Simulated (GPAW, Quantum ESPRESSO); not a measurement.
**TiTe2 (P-3m1): the Ti L₃ absorption edge**

What does one-electron theory with a core hole give for the Ti L₃ edge of TiTe2 (P-3m1)?

Calculated with GPAW 26.7.0; X-ray absorption from dipole matrix elements to empty bands, plane-wave PAW PBE.

### 1. The structure

The structure is trigonal, space group P-3m1 (No. 164). Conventional cell: a = 3.777 Å, b = 3.777 Å, c = 6.498 Å, α = 90.00°, β = 90.00°, γ = 120.00°. Te has 3 Ti at 2.77 Å nearest. Nearest to Ti lie 6 Te at 2.77 Å. Farther neighbours and most contacts between anions are not listed.

Coordinates:

```cif
data_structure
_symmetry_space_group_name_H-M 'P-3m1'
_symmetry_Int_Tables_number 164
_cell_length_a 3.7770
_cell_length_b 3.7770
_cell_length_c 6.4980
_cell_angle_alpha 90.000
_cell_angle_beta 90.000
_cell_angle_gamma 120.000
_cell_volume 80.28
loop_
_atom_site_label
_atom_site_type_symbol
_atom_site_symmetry_multiplicity
_atom_site_Wyckoff_symbol
_atom_site_fract_x
_atom_site_fract_y
_atom_site_fract_z
_atom_site_occupancy
Te1 Te 2 d 0.33333 0.66667 0.73720 1
Ti1 Ti 1 a 0.00000 0.00000 0.00000 1
```

### 2. The field without a hole

The ground state comes first: it tells whether the system has a gap, which decides how the excited electron is treated.

scf.py

```python
import numpy as np
from ase import Atoms
from ase.parallel import parprint, paropen
from gpaw import GPAW, PW, FermiDirac, Mixer, MixerDif, setup_paths
from gpaw.test import gen
setup_paths.insert(0, '.')
gen('Ti', name='nch2p', xcname='PBE', corehole=(2, 1, 0), write_xml=True)
from gpaw.mpi import world
world.barrier()

atoms = Atoms('Te2Ti',
    cell=[[3.777, 0, 0],
     [-1.8885, 3.27097795, 0],
     [0, 0, 6.498]],
    scaled_positions=[[0.33333333, 0.66666667, 0.7372],
     [0.66666667, 0.33333333, 0.2628],
     [0, 0, 0]],
    pbc=True)
atoms.calc = calc = GPAW(legacy_gpaw=True, mode=PW(500, force_complex_dtype=True), xc='PBE', setups={2: 'nch2p'},
    kpts={'size': (8, 8, 4), 'gamma': True}, occupations=FermiDirac(0.05),
    charge=0, mixer=Mixer(0.1, 5, 50), maxiter=150,
    convergence={'density': 0.0001, 'eigenstates': 1e-6}, txt='scf.txt')
energy = atoms.get_potential_energy() + calc.get_reference_energy()
ef = calc.get_fermi_level()
out = dict(energy=energy, fermi=ef, forces=atoms.get_forces().tolist())
parprint(f'all-electron energy {energy:.4f} eV, Fermi level {ef:.4f} eV')
ev = np.array([[calc.get_eigenvalues(k, s) for k in range(len(calc.get_ibz_k_points()))] for s in range(calc.get_number_of_spins())])
out['homo'], out['lumo'], out['counts'] = ev[ev < ef].max(), ev[ev > ef].min(), sorted(set((ev < ef).sum((0, 2)).tolist()))
out['filled'] = (ev[:, 0] < ef).sum(1).tolist()
import json
with paropen('out.json', 'w') as f:
    json.dump(out, f)
```

The run is started by

```bash
$ OMP_NUM_THREADS=1 mpirun -n 4 gpaw python scf.py
```

Numbers of over 12 decimals in the logs are rounded to 6 here.

Log:

```text
Input parameters:
  convergence: {density: 0.0001,
                eigenstates: 1e-06}
  kpts: {gamma: True,
         size: (8, 8, 4)}
  maxiter: 150
  mixer: {backend: pulay,
          beta: 0.1,
          method: separate,
          nmaxold: 5,
          weight: 50}
  mode: {ecut: 500.0,
         force_complex_dtype: True,
         name: pw}
  occupations: {fixmagmom: False,
                name: fermi-dirac,
                width: 0.05}
  setups: {2: nch2p}
  xc: PBE

Initialize ...

[... PAW data sets ...]

Reference energy: -392805.381617  # eV

Spin-paired calculation

[... convergence settings ...]
Symmetries present (total): 12
  [... symmetry matrices ...]

256 k-points: 8 x 8 x 4 Monkhorst-Pack grid + [1/16,1/16,1/8]
35 k-points in the irreducible part of the Brillouin zone
       k-points in crystal coordinates                weights
   0:     0.00000000    0.00000000    0.00000000          1/256
   1:     0.00000000    0.00000000    0.25000000          2/256
   2:     0.00000000    0.00000000    0.50000000          1/256
   3:     0.12500000    0.00000000   -0.25000000          6/256
   4:     0.12500000    0.00000000    0.00000000          6/256
   5:     0.12500000    0.00000000    0.25000000          6/256
   6:     0.12500000    0.00000000    0.50000000          6/256
   7:     0.25000000   -0.12500000    0.00000000          6/256
   8:     0.25000000   -0.12500000    0.25000000         12/256
   9:     0.25000000   -0.12500000    0.50000000          6/256
          ...
  34:     0.50000000    0.50000000    0.50000000          3/256

Wave functions: Plane wave expansion
  Cutoff energy: 500.000 eV
  Number of coefficients (min, max): 2004, 2064
  Pulay-stress correction: 0.000000 eV/Ang^3 (de/decut=0.000000)
  Using FFTW library
  Wavefunction extrapolation:
    Improved wavefunction reuse through dual PAW basis

Occupation numbers: Fermi-Dirac:
  width: 0.0500  # eV

Eigensolver
   Davidson(niter=2)

Densities:
  Coarse grid: 20*20*35 grid
  Fine grid: 40*40*70 grid
  Total Charge: 0.000000

Density mixing:
  Method: separate
  Backend: pulay
  Linear mixing parameter: 0.1
  old densities: 5
  Width of damping distribution: 1.1
  Damping of long wavelength oscillations: 50

[... Hamiltonian set-up ...]
Number of atoms: 3
Number of atomic orbitals: 21
Number of bands in calculation: 19
Number of valence electrons: 24
Bands to converge: occupied

... initialized

Initializing position-dependent things.

Density initialized from atomic densities
Creating initial wave functions:
  19 bands from LCAO basis set

        Te

            Te

       Ti

Atomic positions and initial magnetic moments

Positions:
   0 Te    -0.000000    2.180652    4.790326    ( 0.0000,  0.0000,  0.0000)
   1 Te     1.888500    1.090326    1.707674    ( 0.0000,  0.0000,  0.0000)
   2 Ti     0.000000    0.000000    0.000000    ( 0.0000,  0.0000,  0.0000)

Unit cell:
           periodic     x           y           z      points  spacing
  1. axis:    yes    3.777000    0.000000    0.000000    20     0.1635
  2. axis:    yes   -1.888500    3.270978    0.000000    20     0.1635
  3. axis:    yes    0.000000    0.000000    6.498000    35     0.1857

  Lengths:   3.777000   3.777000   6.498000
  Angles:   90.000000  90.000000 120.000000

Effective grid spacing dv^(1/3) = 0.1790

iter:   1   -15.314907
iter:   2   -15.260011   -1.52  -1.26
iter:   3   -15.154321   -2.02  -1.31
iter:   4   -15.159650   -2.60  -1.55
iter:   5   -15.161481c  -2.85  -1.69
iter:   6   -15.160742c  -3.76  -2.41
iter:   7   -15.161618c  -3.44  -2.47
iter:   8   -15.160115c  -3.88  -2.55
iter:   9   -15.160132c  -4.74  -3.25
iter:  10   -15.160126c  -5.85  -3.46
iter:  11   -15.160123c  -6.33c -3.49
iter:  12   -15.160125c  -6.72c -3.59
iter:  13   -15.160121c  -6.83c -3.94
iter:  14   -15.160123c  -7.16c -4.09c

Converged after 14 iterations.

Dipole moment: (-0.000000, 0.000000, -0.000000) |e|*Ang

Energy contributions relative to reference atoms: (reference = -392805.381617)

Kinetic:        +25.308181
Potential:      -25.510165
External:        +0.000000
XC:             -15.229444
Entropy (-ST):   -0.011318
Local:           +0.276964
SIC:             +0.000000
--------------------------
Free energy:    -15.165782
Extrapolated:   -15.160123

Showing only first 2 kpts
 Kpt  Band  Eigenvalues  Occupancy
  0    10      7.05070    0.00058
  0    11      7.05072    0.00058
  0    12      7.22248    0.00002
  0    13      7.71589    0.00000

  1    10      7.04504    0.00065
  1    11      7.04507    0.00065
  1    12      7.54983    0.00000
  1    13      7.54983    0.00000

Fermi level: 6.64315

No gap
No difference between direct/indirect transitions

Forces in eV/Ang:
  0 Te   -0.00000    0.00000   -0.02656
  1 Te    0.00000    0.00000    0.02656
  2 Ti    0.00000    0.00000    0.00000
Scalar-relativistic atomic PBE calculation for Ti (Titanium, Z=22)
Core hole in 2p state (2p occupation: 6.0)
600 radial gridpoints.
|------------------------------------------------|
|------------------------------------------------|
[... the atom generator's iteration count ...]

Energy contributions:
-------------------------
Kinetic:     +860.511654
XC:           -41.917692
Potential:  -1672.060769
-------------------------
Total:       -853.466807

state      eigenvalue         ekin         rmax
-----------------------------------------------
1s^2.0 :  -178.884102   236.117456        0.046
2s^2.0 :   -19.728922    40.906723        0.269
2p^6.0 :   -16.326572    39.665249        0.220
3s^2.0 :    -2.301366     8.380954        0.869
3p^6.0 :    -1.428160     7.112963        0.902
3d^2.0 :    -0.156485     3.683416        0.981
4s^2.0 :    -0.164137     0.832643        2.921
4p^0.0 :    -0.053893     0.437167        3.813
-----------------------------------------------
(units: Bohr and Hartree)

Generating PAW setup
Kinetic energy of the core from tauc = 796.397006
Cutoffs:
rc(s)=2.400
rc(p)=2.000
rc(d)=2.000
rc(vbar)=1.800
rc(comp)=2.300
rc(nct)=2.400

Kinetic energy of the core states: 792.039849
Charge: 0.0
Core electrons: 10.0
Valence electrons: 12.0
Pseudo-core charge: 0.000001
Shape function alpha=1.890
Pseudo-electron charge 6.356241
state    eigenvalue         norm
--------------------------------
3s(2) :    -2.301366     0.296262
4s(2) :    -0.164137     0.992018
3p(6) :    -1.428160     0.433832
4p(0) :    -0.053893     0.982293
3d(2) :    -0.156485     0.588344
*d    :     0.843515
--------------------------------

Diagonalizing with gridspacing h=0.050

state   all-electron     PAW
-------------------------------
3s:      -2.301366    -2.301666
3p:      -1.428160    -1.428851
3d:      -0.156485    -0.156983
*f:                    0.063889
-------------------------------
all-electron energy -392820.5417 eV, Fermi level 6.6432 eV
```

Wall time 7 s (4 MPI ranks of Arm Neoverse V2, shared host); peak memory 0.19 GiB; 28 s of CPU time.

The mesh shows no gap, so the system is treated as a metal and the core electron is put at the Fermi level (neutral cell).

### 3. Spectrum without a core hole, Ti atom 3

This cheap baseline ignores the attraction of the hole: it shows the absorber's empty states as they are in the ground state. The data set with a hole of occupation 0 only carries the core orbital.

The absorber has 6 Te at 2.77 Å (octahedral, site symmetry -3m).

xas.py

```python
import numpy as np
from ase import Atoms
from ase.parallel import parprint, paropen
from gpaw import GPAW, PW, FermiDirac, Mixer, MixerDif, setup_paths
from gpaw.test import gen
setup_paths.insert(0, '.')
gen('Ti', name='nch2p', xcname='PBE', corehole=(2, 1, 0), write_xml=True)
from gpaw.mpi import world
world.barrier()

atoms = Atoms('Te2Ti',
    cell=[[3.777, 0, 0],
     [-1.8885, 3.27097795, 0],
     [0, 0, 6.498]],
    scaled_positions=[[0.33333333, 0.66666667, 0.7372],
     [0.66666667, 0.33333333, 0.2628],
     [0, 0, 0]],
    pbc=True)
atoms.calc = calc = GPAW(legacy_gpaw=True, mode=PW(500, force_complex_dtype=True), xc='PBE', setups={2: 'nch2p'},
    kpts={'size': (10, 10, 5), 'gamma': True}, occupations=FermiDirac(0.1),
    charge=0, mixer=Mixer(0.1, 5, 50), maxiter=150,
    convergence={'density': 0.0001, 'eigenstates': 1e-6}, txt='scf.txt')
energy = atoms.get_potential_energy() + calc.get_reference_energy()
ef = calc.get_fermi_level()
out = dict(energy=energy, fermi=ef, forces=atoms.get_forces().tolist())
parprint(f'all-electron energy {energy:.4f} eV, Fermi level {ef:.4f} eV')
ev = np.array([[calc.get_eigenvalues(k, s) for k in range(len(calc.get_ibz_k_points()))] for s in range(calc.get_number_of_spins())])
out['homo'], out['lumo'], out['counts'] = ev[ev < ef].max(), ev[ev > ef].min(), sorted(set((ev < ef).sum((0, 2)).tolist()))
out['filled'] = (ev[:, 0] < ef).sum(1).tolist()

from ase.units import Ha
from gpaw.xas import dipole_matrix_elements
nb = int(calc.get_number_of_electrons() / 2) + 56
top, nb = nb, nb + 8 + nb // 12
nscf = calc.fixed_density(kpts={'size': (6, 6, 3), 'gamma': True}, nbands=nb,
    convergence={'bands': top, 'eigenstates': 5e-3}, maxiter=60, txt='nscf.txt')
cell = atoms.cell.array
ops = [cell.T @ U.T @ np.linalg.inv(cell.T) for U in nscf.wfs.kd.symmetry.op_scc]
E = np.arange(-25, 34, 0.1)
fwhm = np.interp(E, [4, 25], [0.9, 3.5])
Y, X, zero, highest = 0, 0, 1e9, 1e9
for spin in range(nscf.get_number_of_spins()):
    wfs = nscf.wfs
    mine = wfs.bd.get_slice()  # this rank's bands
    A = dipole_matrix_elements(wfs.setups[2])
    eps = np.zeros((wfs.kd.nibzkpts, nb))
    d = np.zeros((3, A.shape[1], wfs.kd.nibzkpts, nb), complex)
    for kpt in wfs.kpt_u:
        if kpt.s == spin and 2 in kpt.P_ani:
            eps[kpt.k, mine] = kpt.eps_n * Ha
            d[:, :, kpt.k, mine] = (kpt.weight * wfs.nspins / 2) ** 0.5 * np.inner(A, kpt.P_ani[2])
    world.sum(eps)
    world.sum(d)
    T = np.einsum('amkn,bmkn->abkn', d, d.conj()).real
    T = sum(np.einsum('ai,ijkn,bj->abkn', R, T, R) for R in ops) / len(ops)
    empty = eps > ef
    zero, highest = min(zero, eps[empty].min()), min(highest, eps[:, top - 1].min())
    lines = [(eps, T, empty)] if spin == 0 else lines + [(eps, T, empty)]
for eps, T, empty in lines:
    f = np.einsum('aakn->akn', T).reshape(3, -1)
    x = eps.ravel() - zero
    w = np.interp(x, E, fwhm) / 2.35482
    g = np.exp(-0.5 * ((E[:, None] - x) / w) ** 2) / (w * (2 * np.pi) ** 0.5)
    Y = Y + (f * empty.ravel()) @ g.T
    X = X + (f * ~empty.ravel()) @ g.T
out.update(E=E.round(2).tolist(), xas=Y.tolist(), xes=X.tolist(), zero=zero, valid=highest - zero, nk=len(eps), nb=nb)
for i in range(0, len(E), 10):
    parprint(f'{E[i]:7.2f}', *(f'{v:10.3e}' for v in Y[:, i]))
import json
with paropen('out.json', 'w') as f:
    json.dump(out, f)
```

The run is started by

```bash
$ OMP_NUM_THREADS=1 mpirun -n 4 gpaw python xas.py
```

Log:

```text
Input parameters:
  convergence: {density: 0.0001,
                eigenstates: 1e-06}
  kpts: {gamma: True,
         size: (10, 10, 5)}
  maxiter: 150
  mixer: {backend: pulay,
          beta: 0.1,
          method: separate,
          nmaxold: 5,
          weight: 50}
  mode: {ecut: 500.0,
         force_complex_dtype: True,
         name: pw}
  occupations: {fixmagmom: False,
                name: fermi-dirac,
[...]
*d    :     0.843515
--------------------------------

Diagonalizing with gridspacing h=0.050

state   all-electron     PAW
-------------------------------
3s:      -2.301366    -2.301666
3p:      -1.428160    -1.428851
3d:      -0.156485    -0.156983
*f:                    0.063889
-------------------------------
all-electron energy -392820.5393 eV, Fermi level 6.6527 eV
[...]
32.00  2.578e-04  2.578e-04  2.726e-04
  33.00  2.407e-04  2.407e-04  2.568e-04
[key lines of the parts left out:]
Converged after 14 iterations.
Dipole moment: (-0.000000, 0.000000, -0.000000) |e|*Ang
Free energy:    -15.179770
Fermi level: 6.65274
```

Wall time 16 s (4 MPI ranks); peak memory 0.23 GiB; 63 s of CPU time.

The Ti L₃ spectrum, Ti atom 3, no core hole (energy from the lowest empty level; intensity scaled to a mean of 1 over the first 20 eV; polarised curves are means over the symmetry-equivalent atoms):

| E (eV) | isotropic | ε ⊥ c | ε ∥ c |
| --- | --- | --- | --- |
| -2.0 | 0.00 | 0.00 | 0.00 |
| -1.0 | 0.01 | 0.01 | 0.01 |
| 0.0 | 1.30 | 1.19 | 1.51 |
| 1.0 | 5.65 | 6.22 | 4.51 |
| 2.0 | 3.38 | 3.10 | 3.93 |
| 3.0 | 3.03 | 2.86 | 3.38 |
| 4.0 | 0.28 | 0.27 | 0.30 |
| 5.0 | 0.22 | 0.23 | 0.19 |
| 6.0 | 0.41 | 0.43 | 0.36 |
| 7.0 | 0.63 | 0.67 | 0.56 |
| 8.0 | 0.62 | 0.62 | 0.60 |
| 9.0 | 0.42 | 0.41 | 0.45 |
| 10.0 | 0.44 | 0.43 | 0.45 |
| 11.0 | 0.44 | 0.44 | 0.43 |
| 12.0 | 0.47 | 0.47 | 0.46 |
| 13.0 | 0.46 | 0.45 | 0.48 |
| 14.0 | 0.44 | 0.43 | 0.45 |
| 15.0 | 0.39 | 0.40 | 0.37 |
| 16.0 | 0.40 | 0.41 | 0.39 |
| 17.0 | 0.40 | 0.40 | 0.40 |
| 18.0 | 0.37 | 0.36 | 0.39 |
| 19.0 | 0.35 | 0.33 | 0.37 |
| 20.0 | 0.35 | 0.34 | 0.37 |
| 21.0 | 0.36 | 0.36 | 0.37 |
| 22.0 | 0.36 | 0.36 | 0.37 |
| 23.0 | 0.34 | 0.34 | 0.34 |
| 24.0 | 0.32 | 0.32 | 0.31 |
| 25.0 | 0.31 | 0.32 | 0.29 |
| 26.0 | 0.34 | 0.35 | 0.31 |
| 27.0 | 0.36 | 0.37 | 0.34 |
| 28.0 | 0.37 | 0.38 | 0.36 |
| 29.0 | 0.37 | 0.37 | 0.36 |
| 30.0 | 0.36 | 0.36 | 0.36 |
| 31.0 | 0.36 | 0.35 | 0.36 |
| 32.0 | 0.35 | 0.34 | 0.36 |

Main maxima below 30 eV (height): 1.2 eV (6.22), 2.6 eV (3.50) and 7.5 eV (0.69). At an L edge the dipole rule selects empty d (and weakly s) states on the absorber, and the strong line at the onset measures the empty part of its d band. 2p–3d multiplets, which reshape such L edges, aren't in a one-electron spectrum.

The same matrix elements for filled bands give the Ti L₃ emission of Ti atom 3 (ground-state approximation; energy from the lowest empty level, largest value 1):

| E (eV) | emission |
| --- | --- |
| -24.00 | 0.00 |
| -23.25 | 0.00 |
| -22.50 | 0.00 |
| -21.75 | 0.00 |
| -21.00 | 0.00 |
| -20.25 | 0.00 |
| -19.50 | 0.00 |
| -18.75 | 0.00 |
| -18.00 | 0.00 |
| -17.25 | 0.00 |
| -16.50 | 0.00 |
| -15.75 | 0.00 |
| -15.00 | 0.00 |
| -14.25 | 0.00 |
| -13.50 | 0.00 |
| -12.75 | 0.00 |
| -12.00 | 0.00 |
| -11.25 | 0.01 |
| -10.50 | 0.02 |
| -9.75 | 0.00 |
| -9.00 | 0.00 |
| -8.25 | 0.00 |
| -7.50 | 0.00 |
| -6.75 | 0.00 |
| -6.00 | 0.00 |
| -5.25 | 0.02 |
| -4.50 | 0.10 |
| -3.75 | 0.14 |
| -3.00 | 0.24 |
| -2.25 | 0.76 |
| -1.50 | 0.87 |
| -0.75 | 0.37 |
| 0.00 | 0.30 |
| 0.75 | 0.02 |
| 1.50 | 0.00 |
| 2.25 | 0.00 |
| 3.00 | 0.00 |

Emission maxima: -1.8 eV (1.00).

### 4. Reference energy of the supercell

The photon energy needs a difference of total energies, so the cell and mesh of the coming hole run are first run without a hole.

Changes to scf.py since step 2:

```diff
@@ -10,12 +10,21 @@
 
-atoms = Atoms('Te2Ti',
-    cell=[[3.777, 0, 0],
-     [-1.8885, 3.27097795, 0],
-     [0, 0, 6.498]],
-    scaled_positions=[[0.33333333, 0.66666667, 0.7372],
-     [0.66666667, 0.33333333, 0.2628],
-     [0, 0, 0]],
+atoms = Atoms('Te8Ti4',
+    cell=[[-1.8885, -3.27097795, -6.498],
+     [1.8885, 3.27097795, -6.498],
+     [7.554, 0, 0]],
+    scaled_positions=[[0.29806667, 0.96473333, 0.83333333],
+     [0.79806667, 0.46473333, 0.83333333],
+     [0.29806667, 0.96473333, 0.33333333],
+     [0.79806667, 0.46473333, 0.33333333],
+     [0.70193333, 0.03526667, 0.16666667],
+     [0.20193333, 0.53526667, 0.16666667],
+     [0.70193333, 0.03526667, 0.66666667],
+     [0.20193333, 0.53526667, 0.66666667],
+     [0, 0, 0],
+     [0.5, 0.5, 0],
+     [0, 0, 0.5],
+     [0.5, 0.5, 0.5]],
     pbc=True)
-atoms.calc = calc = GPAW(legacy_gpaw=True, mode=PW(500, force_complex_dtype=True), xc='PBE', setups={2: 'nch2p'},
-    kpts={'size': (8, 8, 4), 'gamma': True}, occupations=FermiDirac(0.05),
+atoms.calc = calc = GPAW(legacy_gpaw=True, mode=PW(500, force_complex_dtype=True), xc='PBE', setups={8: 'nch2p'},
+    kpts={'size': (3, 3, 3), 'gamma': True}, occupations=FermiDirac(0.1),
     charge=0, mixer=Mixer(0.1, 5, 50), maxiter=150,
```

The run is started by

```bash
$ OMP_NUM_THREADS=1 mpirun -n 4 gpaw python scf.py
```

Log:

```text
Input parameters:
  convergence: {density: 0.0001,
                eigenstates: 1e-06}
  kpts: {gamma: True,
         size: (3, 3, 3)}
  maxiter: 150
  mixer: {backend: pulay,
          beta: 0.1,
          method: separate,
          nmaxold: 5,
          weight: 50}
  mode: {ecut: 500.0,
         force_complex_dtype: True,
         name: pw}
  occupations: {fixmagmom: False,
                name: fermi-dirac,
[...]
4s(2) :    -0.164137     0.992018
3p(6) :    -1.428160     0.433832
4p(0) :    -0.053893     0.982293
3d(2) :    -0.156485     0.588344
*d    :     0.843515
--------------------------------

Diagonalizing with gridspacing h=0.050

state   all-electron     PAW
-------------------------------
3s:      -2.301366    -2.301666
3p:      -1.428160    -1.428851
3d:      -0.156485    -0.156983
*f:                    0.063889
-------------------------------
all-electron energy -1571282.1305 eV, Fermi level 6.6071 eV
[key lines of the parts left out:]
Converged after 16 iterations.
Dipole moment: (-0.000000, 0.000000, 0.000000) |e|*Ang
Free energy:    -60.697558
Fermi level: 6.60711
```

The job ended after 37 s (4 MPI ranks; peak memory 0.28 GiB).

Reference energy: -1571282.130 eV with the cores included.

[end of part 1 of 2]

[Banner, clock and machine lines of the logs are left out without a mark of their own.]

[Logs are printed without paths, hosts, clocks, repeated set-up lines and the standing remarks that a program may print on its own settings, such as how far it seeks lower states.]

[Hosts, paths, dates, database ids (printed as entryN), source tags and the programs' standing remarks are cut or masked in the printed files.]

[Lists of maxima count a maximum above −3 eV only where it reaches 4 % of the highest in the window and stands out from its surroundings by 2 % of it (1.5 % where it reaches 55 %); shoulders and weaker maxima are passed over, and of the rest the first, up to two pre-edge ones and the few strongest are named.]
